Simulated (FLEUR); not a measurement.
# Cobalt: parallel and opposed starts

Does Cobalt prefer parallel or opposed moments?

Main program and level: FLEUR MaX-R8.1; PBEsol; all-electron FLAPW, Dirac cores, scalar-relativistic bands.

### Step 1. The starting structure

The structure is hexagonal, space group P6_3/mmc (No. 194). Conventional cell: a = 2.507 Å, b = 2.507 Å, c = 4.070 Å, α = 90.00°, β = 90.00°, γ = 120.00°. Nearest to Co lie 12 Co at 2.50 to 2.51 Å.

### Step 2. Run 1 (ferro ++)

The parallel start is the test of whether parallel moments hold.

inpgen writes inp.xml from crystal.txt; cutoffs, mixing, functional, smearing and local orbitals are then set in the file. The k list default-1 (kpts.xml, not shown) is a Γ-centred 12×12×12 mesh; where the ranks do not divide the number of points, some are split in two of half the weight.

Input file inp.xml:

```
<?xml version="1.0" encoding="UTF-8" standalone="no"?>
<fleurInput fleurInputVersion="0.39">
   <comment>
      Co
   </comment>
   <calculationSetup>
      <cutoffs Kmax="3.6" Gmax="10.8" GmaxXC="10.8" numbands="0"/>
      <scfLoop itmax="90" minDistance="0.00002" maxIterBroyd="15" imix="Anderson" alpha="0.05" precondParam="0.0" spinf="2.0" sdNocoIR="T"/>
      <coreElectrons ctail="T" frcor="F" kcrel="0" coretail_lmax="0"/>
      <xcFunctional name="PBEs" relativisticCorrections="F"/>
      <magnetism jspins="2"/>
      <soc l_soc="F" theta="0.0" phi="0.0" spav="F"/>
      <expertModes spex="0" secvar="F"/>
      <geometryOptimization l_f="F" forcealpha="1.0" forcemix="BFGS" epsdisp="0.00001" epsforce="0.00001"/>
      <ldaU l_linMix="F" mixParam="0.05" spinf="1.0"/>
   </calculationSetup>
   <cell>
      <bzIntegration valenceElectrons="34.0" mode="hist" fermiSmearingEnergy="0.00293995">
         <kPointListSelection listName="default-1"/>
         <xi:include xmlns:xi="http://www.w3.org/2001/XInclude" href="kpts.xml"> </xi:include>
      </bzIntegration>
      <xi:include xmlns:xi="http://www.w3.org/2001/XInclude" href="sym.xml"> </xi:include>
      <bulkLattice scale="1.0">
         <bravaisMatrix>
            <row-1>    4.7382992847653478     0.0000000000188973     0.0000000000000000</row-1>
            <row-2>   -2.3691496423921228     4.1034875513345304     0.0000000000000000</row-2>
            <row-3>    0.0000000000000000     0.0000000000000000     7.6909963545095392</row-3>
         </bravaisMatrix>
      </bulkLattice>
   </cell>
   <atomSpecies>
      <species name="Cobalt (Co2.000" element="Co" atomicNumber="27">
         <mtSphere radius="2.3" gridPoints="761" logIncrement="0.016"/>
         <atomicCutoffs lmax="8" lnonsphr="6"/>
         <electronConfig flipSpins="F">
            <coreConfig>(1s1/2) (2s1/2) (2p1/2) (2p3/2)</coreConfig>
            <valenceConfig>(3s1/2) (3p1/2) (3p3/2) (4s1/2) (3d3/2) (3d5/2)</valenceConfig>
            <stateOccupation state="(3d3/2)" spinUp="1.5" spinDown="1.3"/>
            <stateOccupation state="(3d5/2)" spinUp="3.0" spinDown="1.2"/>
         </electronConfig>
         <energyParameters s="4" p="4" d="3" f="4"/>
         <lo type="SCLO" l="0" n="3" eDeriv="0"/>
         <lo type="SCLO" l="1" n="3" eDeriv="0"/>
      </species>
   </atomSpecies>
   <atomGroups>
      <atomGroup species="Cobalt (Co2.000">
         <relPos label="                   1">1.000/3.000 -1.000/3.000 1.000/4.000</relPos>
         <relPos label="                   2">-1.000/3.000 1.000/3.000 -1.000/4.000</relPos>
         <force calculate="T" relaxXYZ="TTT"/>
      </atomGroup>
   </atomGroups>
   <output dos="F" band="F" slice="F">
      <bandDOS minEnergy="-.5*Htr" maxEnergy="0.5*Htr" sigma="0.015" storeEVData="T"/>
      <plotting iplot="0" polar="F">
         <plot TwoD="T" vec1="  1.0  0.0  0.0" vec2="  0.0  1.0  0.0" vec3="  0.0  0.0  1.0" zero="  0.0  0.0  0.0" file="plot"/>
      </plotting>
      <moessbauerParams electricFieldGradient="F" isomerShift="F" coreHyperfine="F" valenceHyperfine="F"/>
   </output>
</fleurInput>
```

Input file crystal.txt:

```
Co
&input film=F cartesian=F /
2.50739999997  0.00000000001  0.00000000000
-1.25369999999  2.17147209742  0.00000000000
0.00000000000  0.00000000000  4.06990000000
1.8897261246
1.0 1.0 1.0

2
27 0.33333333333  0.66666666667  0.25000000000 : 2.000
27 0.66666666667  0.33333333333  0.75000000000 : 2.000

&kpt div1=12 div2=12 div3=12 gamma=T /
```

Run with:

```console
$ OMP_NUM_THREADS=1 inpgen -f crystal.txt > inpgen.log  # inp.xml is then edited as shown
$ OMP_NUM_THREADS=1 mpirun -n 4 fleur_MPI > fleur.log
```

Log:

```text
Welcome to FLEUR        (www.flapw.de)
      MaX-Release 8.1          (www.max-centre.eu)

 ========== k-point set info ==========
 Selected k-point list: default-1
 k-point list type: mesh
 0 x 0 x 0
 Number of k points: 136

 ------------Calculation Setup---------------------------
 Number of MPI-tasks      :            4
 Number of PE/node        :            4
 Number of OMP-threads    :            1
 k-points in parallel     :            4
 pe's per k-point         :            1
 No of k-point loops      :           34
 Eigenvalue solver        :       lapack
 Number of basis functions:          136
 Approximate size of matrices (H+S) per k-point:         0.000 GB
 --------------------------------------------------------
 Iteration:     1   Distance:       9.25467313 me/bohr^3
 Iteration:     2   Distance:       7.53283860 me/bohr^3
 Iteration:     3   Distance:       3.47304202 me/bohr^3
 Iteration:     4   Distance:       0.62495974 me/bohr^3
 Iteration:     5   Distance:       0.36279293 me/bohr^3
 Iteration:     6   Distance:       0.12588981 me/bohr^3
 Iteration:     7   Distance:       0.11893801 me/bohr^3
 Iteration:     8   Distance:       0.07458068 me/bohr^3
 Iteration:     9   Distance:       0.04168894 me/bohr^3
 Iteration:    10   Distance:       0.03512867 me/bohr^3
 Iteration:    11   Distance:       0.00808809 me/bohr^3
 Iteration:    12   Distance:       0.00708916 me/bohr^3
 Iteration:    13   Distance:       0.00136083 me/bohr^3
 Iteration:    14   Distance:       0.00031643 me/bohr^3
 Iteration:    15   Distance:       0.00004996 me/bohr^3
 Iteration:    16   Distance:       0.00004840 me/bohr^3
 Iteration:    17   Distance:       0.00003435 me/bohr^3
 Iteration:    18   Distance:       0.00000772 me/bohr^3

 ********************************************************************
 Run finished successfully
 Stop message:
   all done
 ********************************************************************

--- out.xml (last complete iteration) ---
<iteration numberForCurrentRun="   18" overallNumber="   18">
         <energyParameters units="Htr">
            <atomicEP atomType="1" spin="1" branch="4s" branchLowest="-3.17" branchHighest="1.74" value="0.1935753194"/>
            <atomicEP atomType="1" spin="1" branch="4p" branchLowest="-1.82" branchHighest="2.33" value="0.3316049445"/>
            <atomicEP atomType="1" spin="1" branch="3d" branchLowest="-9.99" branchHighest="0.36" value="0.2512251623"/>
            <atomicEP atomType="1" spin="1" branch="4f" branchLowest="-9.99" branchHighest="3.55" value="0.6495783304"/>
            <loAtomicEP atomType="1" spin="1" branch="3s" branchLowest="-32.41" branchHighest="-3.17" value="-3.1782376694"/>
            <loAtomicEP atomType="1" spin="1" branch="3p" branchLowest="-27.67" branchHighest="-1.82" value="-1.8335969216"/>
            <atomicEP atomType="1" spin="2" branch="4s" branchLowest="-3.10" branchHighest="1.79" value="0.1852389410"/>
            <atomicEP atomType="1" spin="2" branch="4p" branchLowest="-1.74" branchHighest="2.37" value="0.3187391196"/>
            <atomicEP atomType="1" spin="2" branch="3d" branchLowest="-9.99" branchHighest="0.44" value="0.3041452783"/>
            <atomicEP atomType="1" spin="2" branch="4f" branchLowest="-9.99" branchHighest="3.59" value="0.6335254010"/>
            <loAtomicEP atomType="1" spin="2" branch="3s" branchLowest="-32.37" branchHighest="-3.10" value="-3.1022622213"/>
            <loAtomicEP atomType="1" spin="2" branch="3p" branchLowest="-27.64" branchHighest="-1.74" value="-1.7596725970"/>
         </energyParameters>
         <bandgap value="0.0010667558" units="eV"/>
         <sumValenceSingleParticleEnergies value="-29.5860180490" units="Htr"/>
         <FermiEnergy value="0.3397587194" units="Htr"/>
         <valenceDensity>
            <mtCharges spin="1">
               <mtCharge atomType="1" total="8.8814505" s="1.2125031" p="3.1913910" d="4.4572936" f="0.0151515"/>
            </mtCharges>
            <mtCharges spin="2">
               <mtCharge atomType="1" total="7.1806103" s="1.2218075" p="3.2323190" d="2.7075874" f="0.0144862"/>
            </mtCharges>
            <spinDependentCharge spin="1" total="18.6444238" interstitial="0.8815229" mtSpheres="17.7629009"/>
            <spinDependentCharge spin="2" total="15.3555762" interstitial="0.9943555" mtSpheres="14.3612207"/>
            <totalCharge value="34.0000000000"/>
         </valenceDensity>
         <coreStates atomType="     1" atomicNumber=" 27" spin="1" kinEnergy="    623.9724270322" eigValSum="   -393.5334275353" lostElectrons=" 0.000000">
            <state n="1" l="0" j="0.5" energy="-278.0962318859" weight="1.0000000000"/>
            <state n="2" l="0" j="0.5" energy="-32.4058296432" weight="1.0000000000"/>
            <state n="2" l="1" j="0.5" energy="-28.0394678751" weight="1.0000000000"/>
            <state n="2" l="1" j="1.5" energy="-27.4959490655" weight="2.0000000000"/>
         </coreStates>
         <coreStates atomType="     1" atomicNumber=" 27" spin="2" kinEnergy="    624.3445061709" eigValSum="   -393.4105818876" lostElectrons=" 0.000000">
            <state n="1" l="0" j="0.5" energy="-278.0963817065" weight="1.0000000000"/>
            <state n="2" l="0" j="0.5" energy="-32.3681888858" weight="1.0000000000"/>
            <state n="2" l="1" j="0.5" energy="-28.0115941357" weight="1.0000000000"/>
            <state n="2" l="1" j="1.5" energy="-27.4672085798" weight="2.0000000000"/>
         </coreStates>
         <allElectronCharges>
            <spinDependentCharge spin="1" total="28.6444238" interstitial="0.8815229" mtSpheres="27.7629009"/>
            <spinDependentCharge spin="2" total="25.3555762" interstitial="0.9943555" mtSpheres="24.3612207"/>
            <totalCharge value="54.0000000002"/>
         </allElectronCharges>
         <magneticMomentsInMTSpheres units="muBohr">
            <globalMagMoment atomType="1" vec="0.00000   0.00000   1.70084"/>
            <localMagMoment atomType="1" vec="0.00000   0.00000   1.70084"/>
         </magneticMomentsInMTSpheres>
         <moessbauerParams unitsHFF="kG" unitsIS="e/bohr^3" unitsEFG="Htr/bohr^2">
         </moessbauerParams>
         <totalEnergy value="    -2784.5124579070" units="Htr">
            <sumOfEigenvalues value="    -1603.4740368947">
               <coreElectrons value="-1573.8880188457"/>
               <valenceElectrons value="-29.5860180490"/>
            </sumOfEigenvalues>
            <densityCoulombPotentialIntegral value="-4275.5930408027"/>
            <densityEffectivePotentialIntegral value="-4428.7287374560"/>
            <chargeDenXCDenIntegral value="-116.8849656455"/>
            <FockExchangeEnergyValence value="0.0000000000"/>
            <FockExchangeEnergyCore value="0.0000000000"/>
            <atomTypeDependentContributions atomType="1">
               <electronNucleiInteractionDifferentMTs value="3335.1069112322"/>
               <MadelungTerm value="-19.9787611892"/>
            </atomTypeDependentContributions>
            <tkbTimesEntropy value="0.0015165587"/>
            <freeEnergy value="-2784.5139744657"/>
            <extrapolationTo0K value="-2784.5132161863"/>
         </totalEnergy>
         <densityConvergence units="me/bohr^3">
            <chargeDensity spin="1" distance="0.0000052594"/>
            <chargeDensity spin="2" distance="0.0000053086"/>
            <overallChargeDensity distance="0.0000072181"/>
            <spinDensity distance="0.0000077192"/>
         </densityConvergence>
      </iteration>
```

Elapsed: 11 s, on 4 MPI ranks of AMD EPYC 9R45, shared host; peak memory 0.2 GiB.

This step gave:

| Quantity | Value |
| --- | --- |
| free energy | -75770.4853 eV |
| program's band gap on this mesh (in a metal only a level spacing) | 0.001067 eV |
| magnetization | 3.289 μB |
| final state | ferromagnetic |
| largest moment | 1.701 μB |

After 18 cycles the largest moment stands at 1.70 μB.

### Step 3. Start 2: antiferro +-

Another pattern of signs weighs the neighbour shells otherwise.

Changes to inp.xml since step 2:

```diff
@@ -44,2 +44,15 @@
       </species>
+      <species name="Cobalt (Co-2.000" element="Co" atomicNumber="27">
+         <mtSphere radius="2.3" gridPoints="761" logIncrement="0.016"/>
+         <atomicCutoffs lmax="8" lnonsphr="6"/>
+         <electronConfig flipSpins="F">
+            <coreConfig>(1s1/2) (2s1/2) (2p1/2) (2p3/2)</coreConfig>
+            <valenceConfig>(3s1/2) (3p1/2) (3p3/2) (4s1/2) (3d3/2) (3d5/2)</valenceConfig>
+            <stateOccupation state="(3d3/2)" spinUp="1.3" spinDown="1.5"/>
+            <stateOccupation state="(3d5/2)" spinUp="1.2" spinDown="3.0"/>
+         </electronConfig>
+         <energyParameters s="4" p="4" d="3" f="4"/>
+         <lo type="SCLO" l="0" n="3" eDeriv="0"/>
+         <lo type="SCLO" l="1" n="3" eDeriv="0"/>
+      </species>
    </atomSpecies>
@@ -48,2 +61,5 @@
          <relPos label="                   1">1.000/3.000 -1.000/3.000 1.000/4.000</relPos>
+         <force calculate="T" relaxXYZ="TTT"/>
+      </atomGroup>
+      <atomGroup species="Cobalt (Co-2.000">
          <relPos label="                   2">-1.000/3.000 1.000/3.000 -1.000/4.000</relPos>
```

Changes to crystal.txt since step 2:

```diff
@@ -10,3 +10,3 @@
 27 0.33333333333  0.66666666667  0.25000000000 : 2.000
-27 0.66666666667  0.33333333333  0.75000000000 : 2.000
+27 0.66666666667  0.33333333333  0.75000000000 : -2.000
```

Log:

```text
[banner, memory and clock lines left out]
Welcome to FLEUR        (www.flapw.de)
      MaX-Release 8.1          (www.max-centre.eu)

 ========== k-point set info ==========
 Selected k-point list: default-1
 k-point list type: mesh
 0 x 0 x 0
 Number of k points: 136

 ------------Calculation Setup---------------------------
 Number of PE/node        :            4
 Number of OMP-threads    :            1
 k-points in parallel     :            4
 pe's per k-point         :            1
 No of k-point loops      :           34
 Eigenvalue solver        :       lapack
 Number of basis functions:          136
 Approximate size of matrices (H+S) per k-point:         0.001 GB
 Iteration:     1   Distance:      14.50466196 me/bohr^3
 Iteration:     2   Distance:      14.03237477 me/bohr^3
 Iteration:     3   Distance:      11.41874661 me/bohr^3
 Iteration:     4   Distance:       6.63202525 me/bohr^3
 Iteration:     5   Distance:       5.91897934 me/bohr^3
 Iteration:     6   Distance:       9.59505387 me/bohr^3
 Iteration:     7   Distance:       6.07250815 me/bohr^3
 Iteration:     8   Distance:       2.63496871 me/bohr^3
 Iteration:     9   Distance:       1.43611135 me/bohr^3
 Iteration:    10   Distance:       2.37007446 me/bohr^3
[... 15 iterations left out ...]
 Iteration:    26   Distance:       0.00167563 me/bohr^3
 Iteration:    27   Distance:       0.00084493 me/bohr^3
 Iteration:    28   Distance:       0.00034851 me/bohr^3
 Iteration:    29   Distance:       0.00027439 me/bohr^3
 Iteration:    30   Distance:       0.00027118 me/bohr^3
 Iteration:    31   Distance:       0.00020959 me/bohr^3
 Iteration:    32   Distance:       0.00017298 me/bohr^3
 Iteration:    33   Distance:       0.00012652 me/bohr^3
 Iteration:    34   Distance:       0.00010749 me/bohr^3
 Iteration:    35   Distance:       0.00001646 me/bohr^3

 ********************************************************************
 Run finished successfully
 Stop message:
   all done
 ********************************************************************

--- out.xml (last complete iteration) ---
<iteration numberForCurrentRun="   35" overallNumber="   35">
         [... left out ...]
         <bandgap value="0.0118429160" units="eV"/>
         <sumValenceSingleParticleEnergies value="-29.6066569463" units="Htr"/>
         <FermiEnergy value="0.3389162541" units="Htr"/>
         <valenceDensity>
            <mtCharges spin="1">
               <mtCharge atomType="1" total="8.5028344" s="1.2156349" p="3.2132166" d="4.0536938" f="0.0155211"/>
               <mtCharge atomType="2" total="7.5619964" s="1.2140896" p="3.2078450" d="3.1197985" f="0.0153905"/>
            </mtCharges>
            <mtCharges spin="2">
               <mtCharge atomType="1" total="7.5619978" s="1.2140896" p="3.2078449" d="3.1197999" f="0.0153905"/>
               <mtCharge atomType="2" total="8.5028355" s="1.2156349" p="3.2132166" d="4.0536950" f="0.0155211"/>
            </mtCharges>
            <spinDependentCharge spin="1" total="16.9999987" interstitial="0.9351680" mtSpheres="16.0648308"/>
            <spinDependentCharge spin="2" total="17.0000013" interstitial="0.9351679" mtSpheres="16.0648333"/>
            <totalCharge value="34.0000000000"/>
         </valenceDensity>
         [... left out ...]
         <magneticMomentsInMTSpheres units="muBohr">
            <globalMagMoment atomType="1" vec="0.00000   0.00000   0.94084"/>
            <localMagMoment atomType="1" vec="0.00000   0.00000   0.94084"/>
            <globalMagMoment atomType="2" vec="0.00000   0.00000  -0.94084"/>
            <localMagMoment atomType="2" vec="0.00000   0.00000  -0.94084"/>
         </magneticMomentsInMTSpheres>
         [... left out ...]
         <totalEnergy value="    -2784.4942486448" units="Htr">
            <sumOfEigenvalues value="    -1603.5867659668">
               <coreElectrons value="-1573.9801090206"/>
               <valenceElectrons value="-29.6066569463"/>
            </sumOfEigenvalues>
            <densityCoulombPotentialIntegral value="-4275.6579570410"/>
            <densityEffectivePotentialIntegral value="-4428.7205047662"/>
            <chargeDenXCDenIntegral value="-116.8302777631"/>
            <FockExchangeEnergyValence value="0.0000000000"/>
            <FockExchangeEnergyCore value="0.0000000000"/>
         [... left out ...]
            <tkbTimesEntropy value="0.0041342724"/>
            <freeEnergy value="-2784.4983829172"/>
            <extrapolationTo0K value="-2784.4963157810"/>
         </totalEnergy>
         <densityConvergence units="me/bohr^3">
            <chargeDensity spin="1" distance="0.0000095355"/>
            <chargeDensity spin="2" distance="0.0000095326"/>
            <overallChargeDensity distance="0.0000096186"/>
            <spinDensity distance="0.0000164644"/>
         </densityConvergence>
      </iteration>
```

Run time: 23 s. Hardware: 4 MPI ranks; peak memory 0.26 GiB.

This step gave:

```yaml
free_energy: -75770.0610 eV
program_s_band_gap_on_this_mesh_in_a_metal_only_a_level_spacing: 0.01184 eV
magnetization: 0 μB
final_state: antiferromagnetic
largest_moment: 0.9408 μB
```

It lies 212 meV a seeded atom over the first start, and its largest moment is 0.941 μB against 1.70 μB.

(Part 1 of 2 ends here.)

[Logs and program files are shortened in this print: banners, set-up blocks, solver, clock and traceback lines can be left out without a mark of their own.]

[Logs are printed without paths, hosts, clocks, repeated set-up lines and the standing remarks that a program may print on its own settings, such as how far it seeks lower states.]

[Hosts, paths, dates, database ids (printed as entryN), source tags and the programs' standing remarks are cut or masked in the printed files.]

[Where a cell is said to come from a database of computed structures, the database is the Materials Project.]
